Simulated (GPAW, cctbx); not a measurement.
# NaSrSnSbS6: what bonding does to one electron reflection, worked out

NaSrSnSbS6, F-43m (no. 216), a = 10.1027 Å, b = 10.1027 Å, c = 10.1027 Å, α = 90.00°, β = 90.00°, γ = 90.00°.

| atom | mult. | x | y | z |
| --- | --- | --- | --- | --- |
| Sb1 | 4 | 0 | 0 | 0 |
| Sn1 | 4 | 1/2 | 0 | 0 |
| Sr1 | 4 | 1/4 | 1/4 | 3/4 |
| S1 | 24 | 1/2 | 0.2514 | 0 |
| Na1 | 4 | 1/4 | 3/4 | 3/4 |

The cell comes from substitution in a known structure type and wasn't matched to any measured phase.

A DFT run (GPAW, PBE, 450 eV, 3×3×3 k-points, Fermi–Dirac width 0.05 eV) gives the static X-ray structure factor of 022 as 415.207 e for the conventional cell; superposed free atoms give 418.582 e. **Problem.** Find the Fourier component V of the crystal potential and the two-beam extinction distance at 300 kV in both cases.

## Step 1: Geometry

The cell volume is Ω = 1031.13 Å³ and d(022) = 3.5718 Å, so g = 1/d = 0.2800 Å⁻¹.

## Step 2: The nuclei

Electrons feel nuclei as well as electrons, so the nuclear charges are summed with the same phases.

Phase sums Σ exp(2πi h·x), turned so that the total is real and positive: Sb +4.000, Sn +4.000, Sr +4.000, S -7.998, Na +4.000. Then F_Z = 51 × (+4.000) + 50 × (+4.000) + 38 × (+4.000) + 16 × (-7.998) + 11 × (+4.000) = 472.04 e. The electron term has the same sign for this reflection.

## Step 3: Mott–Bethe

Poisson's equation, term by term, gives V = (e/4πε₀)(F_Z − F)/(πΩg²), with e/4πε₀ = 14.3996 V Å.

The prefactor is 14.3996 × 3.5718²/(π × 1031.13) = 0.05671 V per electron. Free atoms: (472.04 − 418.582) × 0.05671 = 3.032 V. Crystal: (472.04 − 415.207) × 0.05671 = 3.223 V. F changes by -0.81 % and V by +6.3 %: the same 3.38 e is measured against F_Z − F = 53.5 e in place of F = 418.6 e.

## Step 4: Extinction distance

In the two-beam case ξ = 1/(λU) with U = 2γm₀eV/h², that is ξ = 150.41 V Å²/(γλV).

At 300 kV, λ = 0.01969 Å and γ = 1.5871. Free atoms: ξ = 1588 Å. Crystal: ξ = 1494 Å. The thickness fringes go as sin²(πt/ξ), so the two patterns slip by a quarter of a period when t|1/ξ₁ − 1/ξ₀| = 1/4, at t ≈ 629 nm. Thermal motion, absorption and many-beam coupling, left out here, change a real pattern.

## Step 5: Answer

V(022) is 3.22 V against 3.03 V, and ξ is 1494 against 1588 Å. Limits: static atoms, two beams.
